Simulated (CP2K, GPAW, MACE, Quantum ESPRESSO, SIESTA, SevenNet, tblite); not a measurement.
**Quantum ESPRESSO on random packing of Si37C33N30 (at. %) (97 atoms): settings compared**

How far do other settings of Quantum ESPRESSO move the forces in random packing of Si37C33N30 (at. %) (97 atoms)? One run of the same program serves as the yardstick.

Method: the method is named at each step, in Quantum ESPRESSO 7.5.

## (1) Starting point

The cell holds 97 atoms: 36 Si, 32 C and 29 N. Cell: a = 10.175 Å, b = 10.175 Å, c = 10.175 Å, α = 90.0°, β = 90.0°, γ = 90.0°. 97 atoms (36 Si, 32 C, 29 N) packed at random in a cube at 2.84 g/cm³ and pushed apart as soft spheres; a start for melting by ab initio MD, not an equilibrated structure. Then every atom was moved at random, 0.02 Å r.m.s. a Cartesian component.

The yardstick, on the same geometry:

| Quantity | Value |
| --- | --- |
| method | Kohn-Sham DFT, PBE, SSSP efficiency 1.3.0 pseudopotentials, plane waves (Quantum ESPRESSO 7.5); sssp-pbe-1.3.0-efficiency, cutoffs 60/480 Ry, Γ point |
| r.m.s. force component | 1.787 eV/Å |
| longest force | 6.218 eV/Å |
| pressure | -0.931 GPa |
| time | 2.5 min on 4 MPI ranks of Arm Neoverse V2, shared host |
| CPU time | 9.8 min |

## (2) PBE, gbrv-1.5, 40/200 Ry

Method: Kohn-Sham DFT, PBE, GBRV 1.5 ultrasoft pseudopotentials, plane waves.

pw.in reads:

```
&control
  calculation = 'scf'
  pseudo_dir = './pseudo'
  outdir = './tmp'
  disk_io = 'none'
  tprnfor = .true.
  tstress = .true.
/
&system
  ibrav = 0
  nat = 97
  ntyp = 3
  ecutwfc = 40
  ecutrho = 200
  nosym = .true.
  occupations = 'smearing'
  smearing = 'fd'
  degauss = 0.003675
/
&electrons
  conv_thr = 4.9e-07
  electron_maxstep = 100
  mixing_beta = 0.2
  mixing_mode = 'local-TF'
  diagonalization = 'david'
/
ATOMIC_SPECIES
Si 28.085 Si.upf
C 12.011 C.upf
N 14.007 N.upf
CELL_PARAMETERS angstrom
10.17490 0.00000 0.00000
0.00000 10.17490 0.00000
0.00000 0.00000 10.17490
ATOMIC_POSITIONS crystal
Si 0.80576 0.89767 0.95766
Si 0.69770 0.51137 0.21415
Si 0.50154 0.11253 0.67340
Si 0.70186 0.26102 0.26651
Si 0.18252 0.31067 0.89377
Si 0.68655 0.01212 0.57137
Si 0.93169 0.15614 0.63886
Si 0.84290 0.71593 0.78574
Si 0.56502 0.65614 0.40296
Si 0.70561 0.07209 0.36480
Si 0.98700 0.25218 0.82243
Si 0.05940 0.45222 0.74742
Si 0.81229 0.24372 0.48105
Si 0.05981 0.73026 0.20208
Si 0.13292 0.37384 0.53592
Si 0.42384 0.37061 0.15558
Si 0.52811 0.93036 0.45000
Si 0.80111 0.54958 0.56189
Si 0.55596 0.28150 0.54496
Si 0.18819 0.93894 0.43649
Si 0.39166 0.07410 0.95402
Si 0.74352 0.53343 0.82137
Si 0.57974 0.72769 0.20346
Si 0.25096 0.24638 0.08595
Si 0.53104 0.44009 0.32527
Si 0.29289 0.17916 0.65488
Si 0.48058 0.23777 0.35156
Si 0.64074 0.38408 0.70920
Si 0.91225 0.96662 0.73200
Si 0.92211 0.92266 0.52416
Si 0.06641 0.69462 0.83411
Si 0.12944 0.55503 0.29418
Si 0.86812 0.69740 0.01519
Si 0.89160 0.45290 0.94595
Si 0.33199 0.97769 0.60294
Si 0.56732 0.34871 0.91335
C 0.27982 0.07896 0.15386
C 0.43678 0.81651 0.71225
C 0.70653 0.83288 0.36288
C 0.66056 0.17156 0.84378
C 0.87175 0.89963 0.14506
C 0.06857 0.46862 0.92678
C 0.70403 0.81906 0.65395
C 0.06267 0.82730 0.64483
C 0.01535 0.88702 0.00614
C 0.27019 0.15560 0.35057
C 0.43455 0.29720 0.69369
C 0.29835 0.38529 0.40031
C 0.69696 0.03130 0.74591
C 0.49513 0.17261 0.06841
C 0.76900 0.71612 0.18066
C 0.63636 0.96559 0.98495
C 0.14507 0.67313 0.56006
C 0.24650 0.76795 0.03374
C 0.05559 0.14783 0.96536
C 0.20588 0.02962 0.98414
[... 37 atom lines left out ...]
N 0.73652 0.26512 0.00390
N 0.98042 0.44276 0.46145
N 0.54332 0.65233 0.67128
N 0.13205 0.08543 0.56733
K_POINTS gamma
```

On the command line:

```console
$ OMP_NUM_THREADS=1 mpirun -np 2 pw.x -in pw.in > output.txt
```

The log of the run:

```text
Program PWSCF
     gamma-point specific algorithms are used
     Parallelization info
     sticks:   dense  smooth     PW     G-vecs:    dense   smooth      PW
     Min        2938    2353    591               169533   121561   15273
     Max        2947    2356    594               169534   121568   15278
     Sum        5885    4709   1185               339067   243129   30551
     bravais-lattice index     =            0
     lattice parameter (alat)  =      19.2278  a.u.
     unit-cell volume          =    7108.6487 (a.u.)^3
     number of atoms/cell      =           97
     number of atomic types    =            3
     number of electrons       =       417.00
     number of Kohn-Sham states=          251
     kinetic-energy cutoff     =      40.0000  Ry
     charge density cutoff     =     200.0000  Ry
     scf convergence threshold =      4.9E-07
     mixing beta               =       0.2000
     number of iterations used =            8  local-TF  mixing
     Exchange-correlation= SLA  PW   PBE  PBE
                           (   1   4   3   4   0   0   0)
     crystal axes: (cart. coord. in units of alat)
               a(1) = (   1.000000   0.000000   0.000000 )
               a(2) = (   0.000000   1.000000   0.000000 )
               a(3) = (   0.000000   0.000000   1.000000 )
     reciprocal axes: (cart. coord. in units 2 pi/alat)
               b(1) = (  1.000000  0.000000  0.000000 )
               b(2) = (  0.000000  1.000000  0.000000 )
               b(3) = (  0.000000  0.000000  1.000000 )
     PseudoPot. # 1 for Si:
     Pseudo is Ultrasoft + core correction, Zval =  4.0
     PseudoPot. # 2 for C :
     Pseudo is Ultrasoft + core correction, Zval =  4.0
     PseudoPot. # 3 for N :
     Pseudo is Ultrasoft + core correction, Zval =  5.0
     atomic species   valence    mass     pseudopotential
     Si                4.00    28.08500     Si( 1.00)
     C                 4.00    12.01100     C ( 1.00)
     N                 5.00    14.00700     N ( 1.00)
     No symmetry found
   Cartesian axes
     number of k points=     1  Fermi-Dirac smearing, width (Ry)=  0.0037
                       cart. coord. in units 2pi/alat
        k(    1) = (   0.0000000   0.0000000   0.0000000), wk =   2.0000000
     Dense  grid:   169534 G-vectors     FFT dimensions: (  90,  90,  90)
     Smooth grid:   121565 G-vectors     FFT dimensions: (  80,  80,  80)
     Initial potential from superposition of free atoms
     starting charge     416.9743, renormalised to     417.0000
     Starting wfcs are  388 randomized atomic wfcs
     Self-consistent Calculation
     iteration #  1     ecut=    40.00 Ry     beta= 0.20
     total energy              =   -1281.18985459 Ry
     estimated scf accuracy    <      10.77236229 Ry
     iteration #  2     ecut=    40.00 Ry     beta= 0.20
     total energy              =   -1280.33197428 Ry
     estimated scf accuracy    <       5.11199125 Ry
     iteration #  3     ecut=    40.00 Ry     beta= 0.20
     total energy              =   -1280.61721175 Ry
     estimated scf accuracy    <       0.88817390 Ry
     iteration #  4     ecut=    40.00 Ry     beta= 0.20
     total energy              =   -1280.60225827 Ry
     estimated scf accuracy    <       0.42093509 Ry
     iteration #  5     ecut=    40.00 Ry     beta= 0.20
     total energy              =   -1280.62114329 Ry
     estimated scf accuracy    <       0.12025821 Ry
     iteration #  6     ecut=    40.00 Ry     beta= 0.20
     total energy              =   -1280.62722996 Ry
     estimated scf accuracy    <       0.03121387 Ry
[...]
total energy              =   -1280.63097185 Ry
[...]
iteration # 14     ecut=    40.00 Ry     beta= 0.20
     total energy              =   -1280.63097383 Ry
     estimated scf accuracy    <       0.00000460 Ry
     iteration # 15     ecut=    40.00 Ry     beta= 0.20
     total energy              =   -1280.63097449 Ry
     estimated scf accuracy    <       0.00000175 Ry
     iteration # 16     ecut=    40.00 Ry     beta= 0.20
     End of self-consistent calculation
          k = 0.0000 0.0000 0.0000 ( 15276 PWs)   bands (ev):
   -11.6899 -10.0780  -9.4477  -9.1507  -9.1070  -8.9379  -8.5634  -8.3054
    -8.1662  -7.9986  -7.7825  -7.5999  -7.5125  -7.1140  -7.0430  -6.8811
    -6.8246  -6.6502  -6.5381  -6.2977  -6.1048  -5.9697  -5.8800  -5.7822
    -5.6855  -5.5426  -5.3374  -5.3235  -5.2294  -5.0234  -4.9756  -4.8328
    -4.7315  -4.6635  -4.4955  -4.4079  -4.3118  -4.1717  -3.9721  -3.9088
    -3.7699  -3.7102  -3.5928  -3.4798  -3.2054  -3.0949  -3.0364  -2.7966
[...]
9.1406   9.1763   9.2547   9.2728   9.3003   9.3665   9.3798   9.4237
     9.4786   9.5468   9.6171   9.6289   9.6731   9.6909   9.7691   9.7981
     9.9112   9.9375   9.9586  10.0462  10.0517  10.1702  10.2187  10.2603
    10.2835  10.3220  10.3761
     the Fermi energy is     8.3595 ev
!    total energy              =   -1280.63097483 Ry
     estimated scf accuracy    <       0.00000047 Ry
     smearing contrib. (-TS)   =      -0.02812595 Ry
     internal energy E=F+TS    =   -1280.60284888 Ry
     The total energy is F=E-TS. E is the sum of the following terms:
     one-electron contribution =      50.90452154 Ry
     hartree contribution      =     220.07862102 Ry
     xc contribution           =    -414.10455395 Ry
     ewald contribution        =   -1137.48143749 Ry
     convergence has been achieved in  16 iterations
     Forces acting on atoms (cartesian axes, Ry/au):
     atom    1 type  1   force =    -0.00271632    0.11181747    0.02293273
     atom    2 type  1   force =     0.14910673    0.01780419   -0.05903817
     atom    3 type  1   force =     0.10560458   -0.05271348    0.10452441
     atom    4 type  1   force =     0.04778829    0.05320492   -0.06884929
     atom    5 type  1   force =     0.09382504    0.04289128    0.02734747
     atom    6 type  1   force =     0.06114162   -0.04270198    0.10226388
[...]
atom   95 type  3   force =     0.03555725    0.02599613    0.03053326
     atom   96 type  3   force =    -0.06027751    0.07438649    0.11521877
     atom   97 type  3   force =     0.00757998    0.01270587   -0.05083549
     Total force =     1.181956     Total SCF correction =     0.001328
     Computing stress (Cartesian axis) and pressure
          total   stress  (Ry/bohr**3)                   (kbar)     P=       -9.91
  -0.00020509   0.00007822  -0.00005415          -30.17       11.51       -7.97
   0.00007822  -0.00007767  -0.00017165           11.51      -11.43      -25.25
  -0.00005415  -0.00017165   0.00008056           -7.97      -25.25       11.85
     Message from routine punch:
     Nothing written, as per user request (disk_io='none')
```

It took 2.2 min on 2 MPI ranks of Arm Neoverse V2, shared host; peak memory 1.2 GiB.

Banners, paths, timers and routine set-up lines are dropped from the logs unmarked, and long logs keep their key lines alone; longer cuts are marked.

Compared with the plane-wave run:

```
r.m.s. force component                  : 1.781 eV/Å
r.m.s. difference of force components   : 9.374 meV/Å
longest difference of force vectors     : 39.93 meV/Å
force difference over r.m.s. force      : 0.5247 %
slope of forces against the reference's : 0.9971
correlation of force components         : 1
pressure                                : -0.9917 GPa
pressure difference                     : -0.0607 GPa
```

Length of the force difference by element (eV/Å):

```csv
element,atoms,mean,most
C,32,0.0099,0.028
N,29,0.010,0.021
Si,36,0.021,0.040
```

Local excerpt of 11 atoms (numbers count through the whole input) about Si11, which has 6 bonded neighbours where the commonest count for Si is 4; x, y, z are measured from there.

```csv
atom,x,y,z,distance (Å),bonds,Fx,Fy,Fz (eV/Å)
Si11,0.00,0.00,0.00,0.00,6,-4.58,-1.77,1.08
C55,0.70,-1.06,1.45,1.93,1,-2.68,-1.83,1.10
C61,1.69,-0.94,-0.29,1.95,3,1.59,-1.84,-1.37
C66,-1.65,1.12,-0.70,2.12,3,1.89,-0.13,0.68
Si7,-0.56,-0.98,-1.87,2.18,3,1.69,0.38,-2.22
Si5,1.99,0.60,0.73,2.20,7,2.41,1.10,0.70
Si12,0.74,2.04,-0.76,2.30,5,-1.41,3.67,-1.67
N70,1.84,0.70,-1.27,2.34,4,-0.18,0.15,0.28
C42,0.83,2.20,1.06,2.58,3,2.57,-1.22,0.04
Si34,-0.97,2.04,1.26,2.59,2,0.56,-2.91,3.61
C68,0.53,-2.63,0.32,2.70,1,1.12,0.66,4.74
```

Forces lie 0.52 % from the reference's, at 0.45 times its CPU time (on 2 against 4 cores).

## (3) PBE, sssp-1.3.0-efficiency, 30/240 Ry

Method: Kohn-Sham DFT, PBE, SSSP efficiency 1.3.0 pseudopotentials, plane waves.

The pseudopotential files are exchanged too: ./pseudo now holds the set sssp-pbe-1.3.0-efficiency.

pw.in: that of step 2 with these lines changed.

```diff
@@ -12,4 +12,4 @@
   ntyp = 3
-  ecutwfc = 40
-  ecutrho = 200
+  ecutwfc = 30
+  ecutrho = 240
   nosym = .true.
```

The log of the run:

```text
[banner, memory and clock lines left out]
Program PWSCF
     gamma-point specific algorithms are used
[... lines left out ...]
     total energy              =   -1569.38510187 Ry
[... lines left out ...]
     total energy              =   -1569.69212342 Ry
[... lines left out ...]
     total energy              =   -1569.71233063 Ry
[... lines left out ...]
     total energy              =   -1569.71233102 Ry
[... lines left out ...]
     the Fermi energy is     8.3766 ev
!    total energy              =   -1569.71233170 Ry
[... lines left out ...]
     The total energy is F=E-TS. E is the sum of the following terms:
[... lines left out ...]
     convergence has been achieved in  17 iterations
     Forces acting on atoms (cartesian axes, Ry/au):
     atom    1 type  1   force =    -0.00177720    0.11187653    0.02176569
     atom    2 type  1   force =     0.14853644    0.01890531   -0.05909854
     atom    3 type  1   force =     0.10608023   -0.05363226    0.10527888
[...]
atom   96 type  3   force =    -0.05960755    0.07584057    0.11275264
     atom   97 type  3   force =     0.00760221    0.01257067   -0.05147222
     Total force =     1.180921     Total SCF correction =     0.000563
     Computing stress (Cartesian axis) and pressure
          total   stress  (Ry/bohr**3)                   (kbar)     P=      -61.23
  -0.00055395   0.00007967  -0.00004813          -81.49       11.72       -7.08
   0.00007967  -0.00042834  -0.00017069           11.72      -63.01      -25.11
  -0.00004813  -0.00017069  -0.00026648           -7.08      -25.11      -39.20
     Message from routine punch:
     Nothing written, as per user request (disk_io='none')
```

Elapsed: 2 min, on 2 MPI ranks; peak memory 1.3 GiB.

Compared with the plane-wave run:

```
r.m.s. force component                          : 1.78 eV/Å
r.m.s. difference of force components           : 32.7 meV/Å
longest difference of force vectors             : 157.8 meV/Å
force difference over r.m.s. force              : 1.83 %
slope of forces against the reference's         : 0.996
correlation of force components                 : 0.9998
pressure                                        : -6.123 GPa
pressure difference                             : -5.192 GPa
energy less the same-level run's                : 73.45 meV/atom
r.m.s. force difference from the same-level run : 32.7 meV/Å
```

This is a coarse setting, run to see what it loses.

Against the first run (0.52 %), the force difference from the reference is 1.8 %, at 0.91 times the CPU time.

## (4) Side by side

Differences are against the plane-wave reference, forces as r.m.s. over components; share is that over the reference's r.m.s. force, slope the least-squares factor from reference forces to these. Total energies of different programs have different zeros and aren't compared.

```csv
run,"Δ force, r.m.s. (meV/Å)",share (%),slope,Δ pressure (GPa),cores,CPU time,memory (GiB)
reference,-,-,-,-,4,9.8 min,3.8
"QE PBE, gbrv-1.5, 40/200 Ry",9.37,0.525,0.997,-0.0607,2,4.4 min,1.2
"QE PBE, sssp-1.3.0-efficiency, 30/240 Ry (coarse)",32.7,1.83,0.996,-5.19,2,4 min,1.3
```

Rows marked coarse were listed beforehand as settings not expected to be converged; some can still land near the reference.

CPU time is summed over cores on a shared host, where runs went side by side, so it is rough. Symmetry, cutoffs, thresholds, outputs and thread counts weren't matched or tuned between programs; memory under MPI is the largest rank's times the ranks.

Within one program, basis, potentials and functional, energies share a zero. Each run against its twin at the usual cutoff or grid and solver:

```csv
run,twin,Δ energy (meV/atom),"Δ force, r.m.s. (meV/Å)",CPU time over the twin's
"QE PBE, sssp-1.3.0-efficiency, 30/240 Ry","sssp-1.3.0-efficiency, 60/480 Ry",73.4,32.7,0.41 (this twin ran on 4 cores)
```

A second geometry, displaced anew (every atom was moved at random, 0.06 Å r.m.s. a Cartesian component), gives an energy difference that all programs can be tested on. The reference puts it at 31.23 meV/atom.

```csv
run,energy less the first geometry's (meV/atom),error (meV/atom),force share at the second geometry (%)
"QE PBE, gbrv-1.5, 40/200 Ry",30.98,-0.255,0.502
"QE PBE, sssp-1.3.0-efficiency, 30/240 Ry",31.79,0.558,1.76
```

## (5) Outcome

- nearest in forces: QE PBE, gbrv-1.5, 40/200 Ry, 0.52 %
- its CPU time: 4.4 min

**Reading.** PBE on plane waves or a grid with other potentials, cutoffs or grids, coarse settings apart, differs from the reference by 0.52 % (QE PBE, gbrv-1.5, 40/200 Ry) of the r.m.s. force; this holds the reference's own error, so differences of a few per cent don't tell which side is nearer the exact PBE result. Runs with settings chosen to be coarse differ by 1.8 % (QE PBE, sssp-1.3.0-efficiency, 30/240 Ry). Of the electronic-structure runs that take under half the reference's CPU time, QE PBE, gbrv-1.5, 40/200 Ry comes nearest, at 0.52 % in 4.4 min against 9.8 min. In pressure, QE PBE, sssp-1.3.0-efficiency, 30/240 Ry misses by -5.2 GPa, at the same functional; a cutoff this low leaves a large Pulay stress. The energy difference between the two geometries, 31.2 meV/atom in the reference, is met best by QE PBE, gbrv-1.5, 40/200 Ry (-0.255) and worst by QE PBE, sssp-1.3.0-efficiency, 30/240 Ry (coarse) (+0.558). The reference's pressure holds the uncorrected Pulay stress of its 60 Ry basis, so small pressure differences, and their order, may be the reference's own error. The electron count is odd in these runs, and they have no spin polarisation, so the unpaired electron is spread evenly over both spins. The reference's stress is far from hydrostatic: its diagonal is -3.0, -1.1, 1.2 GPa, compression counted positive. The electronic-structure runs sample only Γ, in a cell whose shortest periodic width is 10 Å, which is coarse for a cell with partly filled levels.

[Also dropped from logs without a mark: logging warnings of Python, and SIESTA's first energy breakdown and zero terms.]

[Logs are printed without paths, hosts, clocks, repeated set-up lines and the standing remarks that a program may print on its own settings, such as how far it seeks lower states.]

[Hosts, paths, dates, database ids (printed as entryN), source tags and the programs' standing remarks are cut or masked in the printed files.]
